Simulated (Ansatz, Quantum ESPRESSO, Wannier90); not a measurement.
# Ballistic channels from Wannier functions: straight Pd chain, spacing 2.33 Å, part 6 of 6

Wanted: localised orbitals and the quantum conductance of this wire: straight Pd chain, spacing 2.33 Å.

Quantum ESPRESSO 7.5 and Wannier90 3.1.0; plane-wave DFT, PBE, GBRV ultrasoft pseudopotentials; cross-check by Ansatz 0.2.0 with PAW datasets.

So far. Step 9 (Wannier functions and transport): Disentanglement stopped at its cap on iterations, so these spreads are not final. Step 9 (Wannier functions and transport): At least 1 of the functions sits far from every atom, off the bonds: the outer window has let in states of the vacuum, so the basis is not the atomic one that was projected.

## 13. Cross-check with Ansatz

As a check, the same structure is run in Ansatz.

Level of this step: plane-wave DFT, PBE, Ansatz PAW (Ansatz 0.2.0).

System of this step: straight Pd chain, spacing 2.33 Å, 2 periods. The cell holds 2 atoms: 2 Pd. Cell: a = 8.000 Å, b = 8.000 Å, c = 4.650 Å, α = 90.0°, β = 90.0°, γ = 90.0°. Vacuum lies along a and b. The structure's axis is c.

Contents of input.yaml:

```yaml
crystal:
  lattice:
    - [8.0, 0.0, 0.0]
    - [0.0, 8.0, 0.0]
    - [0.0, 0.0, 4.65]
  atoms:
    - { symbol: Pd, position: [0.0, 0.0, 0.0] }
    - { symbol: Pd, position: [0.0, 0.0, 0.5] }
kpoints:
  mp_grid: { grid: [1, 1, 16] }
hamiltonian:
  xc: pbe
scf:
  occupations: { method: fermi_dirac, width: 0.05 }
  convergence: { dr2_threshold: 1.0e-08 }
output:
  transmission:
    leads: [[0, 0]]
    e_range: [-4.0, 2.0]
    de: 0.05
    kmesh: [1, 1]
    reduced_basis: true
```

Run with:

```
$ ansatz run input.yaml --threads 4 --pin off --max-ram 12288MiB --backend cpu --events-out ev --progress --plain --runs-dir out
```

Numbers of over 12 decimals in the logs are rounded to 6 here.

What it wrote:

```text
Engine: ansatz 0.2.0, x86_64-unknown-linux-gnu
Pseudopotentials: kind: paw
Pseudopotential: Pd, paw, valence charge 18, recommended cutoff 420 eV (normal), Pd.paw.azcp
Functional definition: PBE
  parameter kappa = 0.804
  parameter beta = 0.066725
  exchange = pbe_x(kappa = kappa, mu = beta*pi^2/3)
  correlation = pbe_c(beta = beta)
Crystal: 2 atoms, lattice volume = 297.600 Å³
Basis set: ecut = 420 eV, 5823 PW (Γ)
Bands: 22, of which v1, the nominal top of the filled ones, is band 18 counted from 1 (17 counted from 0)
Symmetry: 32 space group operations
Space group: P4/mmm (ITA 123), of the structure as read, at distance tolerance 6.7e-5 Å
k-points: 9 of 16
Non-local potential: Pd, projectors of the file, l = 0: 2, l = 1: 2, l = 2: 2, l = 3: 1
PAW form: soft (Blöchl's): semilocal exchange-correlation on the pseudo side does not see the compensation charge
PAW one-centre angular grid: Pd, 590 points (default); XC on 64 Gauss nodes
Initial density: superposition of atomic densities (neutral atoms: chi_scale 0, normalization atom), corrected by the library's trained network
Initial wavefunctions: pseudopotential atomic-orbital guess
Functional: x = pbe(κ = 0.804, μ = 0.219515), c = pbe(β = 0.066725)
SCF iter   1: F=—  HF=-13940.672086 eV  |F-HF|=—  |Δ(HF+E_count)|=         —  Δρ=6.10e-3  dr2=8.26e-2  ethr=1.77e-3  ⟨swp⟩=6.0  Hψ=993  notcnv=0
preconditioner: auto → LDOS  [metal: Δε(μ)=0.094 eV  Ē_g=4.644 eV  σ=0.050 eV  W_gap=0.37  n_scr=38 (ndim 8)  ℏωp=9.6 eV  f_vac=0.740  D(μ)=4.20/eV (n_scr^D=22)  β→1.0]
SCF iter   2: F=—  HF=-13940.663902 eV  |F-HF|=—  |Δ(HF+E_count)|=   8.18e-3  Δρ=2.82e-3  dr2=1.88e-2  ethr=2.30e-4  ⟨swp⟩=3.0  Hψ=406  notcnv=0
SCF iter   3: F=—  HF=-13940.664615 eV  |F-HF|=—  |Δ(HF+E_count)|=   7.12e-4  Δρ=1.44e-3  dr2=7.31e-3  ethr=5.22e-5  ⟨swp⟩=2.8  Hψ=388  notcnv=0
SCF iter   4: F=—  HF=-13940.663545 eV  |F-HF|=—  |Δ(HF+E_count)|=   1.07e-3  Δρ=6.17e-4  dr2=1.33e-3  ethr=2.03e-5  ⟨swp⟩=1.2  Hψ=200  notcnv=0
SCF iter   5: F=—  HF=-13940.663341 eV  |F-HF|=—  |Δ(HF+E_count)|=   2.04e-4  Δρ=6.39e-5  dr2=1.51e-5  ethr=3.69e-6  ⟨swp⟩=2.4  Hψ=295  notcnv=0
SCF iter   6: F=—  HF=-13940.663327 eV  |F-HF|=—  |Δ(HF+E_count)|=   1.39e-5  Δρ=1.17e-5  dr2=4.91e-7  ethr=4.20e-8  ⟨swp⟩=2.6  Hψ=295  notcnv=0
SCF iter   7: F=—  HF=-13940.663431 eV  |F-HF|=—  |Δ(HF+E_count)|=   1.03e-4  Δρ=1.12e-6  dr2=1.68e-9  ethr=2.78e-11  ⟨swp⟩=3.2  Hψ=715  notcnv=0
SCF iter   8: F=-13940.663431 eV  HF=-13940.663431 eV  |F-HF|=5.82e-11  |Δ(HF+E_count)|=   6.20e-9  Δρ=3.45e-7  dr2=2.79e-10  ethr=4.66e-12  ⟨swp⟩=1.2  Hψ=545  notcnv=0
SCF 1 converged in 8 iterations: F = -13940.663431 eV  dr2 = 2.79e-10
  greatest PAW one-centre occupation: 0.999 electrons in one spin orbital (limit 2), on the Pd atom at site 1 (counted from 0), in its partial waves of l = 0
transmission: 6 of 36 steps passed
transmission: 12 of 36 steps passed
[...]
transmission: 36 of 36 steps passed
SCF converged after 8 iterations
Free energy (F): -13940.663431 eV
Harris-Foulkes:  -13940.663431 eV  (|F-HF|=5.82e-11)
Internal energy: -13940.624959 eV  (E = F + TS)
E sigma→0 (E₀):  -13940.644195 eV
Entropy (-TS):   -0.038472 eV (-19.236 meV/atom)
Fermi energy:    -2.876119 eV
--- Per-component energies (eV) ---
  E_band       = -1066.648590
  E_kinetic    = 1030.620190
  E_local      = -12160.416948  (includes V_loc(G=0)·N_el)
  E_nonlocal   = 438.369960
  E_hartree    = 5353.001249
  E_xc         = -332.585716
  E_vxc        = -416.277515  (∫ρ·V_xc dr)
  E_paw        = -7504.101546  (= ΣΔE_a)
  E_vpaw       = -664.945814  (= ΣTr[D̂ρ^β])
  E_aug_tail   = 0.000406  (compensation charges beyond the density's cutoff)
  E_ewald      = -765.512552
  E_smearing   = -0.038472  (= −TS)
  E_closure    = -0.000000  (closes the sum)
  Σ components = -13940.663431   (vs F -13940.663431, Δ=0.00e0)
--- Band table (eV; the first three rows and the last of 9) ---
  k-point 0: bands = [... 14 lower, -3.6657, -3.6654, -2.6219, -2.6219, -2.6163, 0.4646, 0.4646, 2.0952]
  k-point 1: bands = [... 14 lower, -3.6750, -3.6747, -2.6929, -2.6929, -2.6587, 0.5267, 0.5267, 2.1215]
  k-point 2: bands = [... 14 lower, -3.7021, -3.6478, -2.8899, -2.8899, -2.7856, 0.6993, 0.6993, 1.7905]
  k-point 8: bands = [... 14 lower, -4.1315, -4.1315, -4.1304, -4.1304, -2.2335, -2.2335, 2.9292, 2.9292]
--- Transmission ---
  basis      : 561 plane waves across, 6 finite elements along
  points     : 1, standing for a mesh of 1 x 1
  energies   : 121 from -4.000000 to 2.000000 eV about the Fermi level, 0.050000 eV apart; the leads are filled to 0.000000 eV, and channels, transmission and decay are at 0.000000 eV
  crystal 0  : Pd2, at the sites [0, 0], period 4.6500 Å: whole cells are its period
    offset         : up to 0.0000 Å between an atom of the period and one for which it stands
    channels       : 4.000000e0 a spin
    conductance    : none, the energies end too early or step too widely for 300 K: set another output.transmission.e_range or a lower de, or, where they end at an eighth of basis.ecutwfc, a higher one
```

Run time: 12 s. Hardware: 4 threads of Intel Xeon Platinum 8559C (Emerald Rapids), shared host; peak memory 0.68 GiB.

Numbers from this step:

```
free energy                                : -13940.6634 eV
energy at zero smearing                    : -13940.6442 eV
smearing term TS                           : 0.03847 eV
Fermi energy                               : -2.876 eV
symmetry operations                        : 32
lead channels at the Fermi level, one spin : 4
```

Per spin. Table of open channels by energy, zero at the Fermi level:

```csv
energy (eV),open channels
-4.000,1
-3.800,1
-3.600,3
-3.400,3
-3.200,3
-3.000,3
-2.800,3
-2.600,3
-2.400,3
-2.200,3
-2.000,3
-1.800,3
-1.600,5
-1.400,5
-1.200,5
-1.000,5
-0.800,6
-0.600,4
-0.400,4
-0.200,4
0.000,4
0.200,4
0.400,1
0.600,1
0.800,1
1.000,1
1.200,1
1.400,1
1.600,1
1.800,1
2.000,1
```

## 14. A check by hand

4 channels × 77.48 µS = 310 µS, a two-terminal resistance of 12.906/4 = 3.23 kΩ whatever the wire's length, as long as nothing scatters.

## 15. What came out

```json
{
  "open channels at the Fermi level, per spin": "4",
  "total spread": "10.7 Å²",
  "gauge-invariant spread": "9.39 Å²",
  "largest band misfit in the frozen window": "0.183 eV",
  "channels at the Fermi level by Ansatz": "4"
}
```

The wire offers 4 channels per spin at the Fermi level. Between -4 and 1.5 eV the channel count from Wannier functions equals that from Ansatz's layer matching at 98 % of the energies; outside the frozen window the Wannier bands are not held to the plane-wave ones. The interpolated bands miss plane-wave levels by up to 0.18 eV between mesh points, so steps of the conductance can sit that far off. Disentanglement stopped at its cap on iterations, so the spreads are not final; the frozen states are kept all the same. At least one function lies in the vacuum, so the spreads don't describe atomic orbitals, though the frozen bands are still reproduced. The wire is perfect, so the conductance only counts bands: each channel, with its partner of the other spin, carries G₀ = 2e²/h. It was run without spin polarisation, which was not tested.

[Logs are printed without paths, hosts, clocks, repeated set-up lines and the standing remarks that a program may print on its own settings, such as how far it seeks lower states.]

[Hosts, paths, dates, database ids (printed as entryN), source tags and the programs' standing remarks are cut or masked in the printed files.]

[Maps of the electrostatic potential energy from Ansatz leave out the sawtooth potential of an applied field or a dipole correction, so their vacuum need not be flat; planar profiles and work functions include it.]
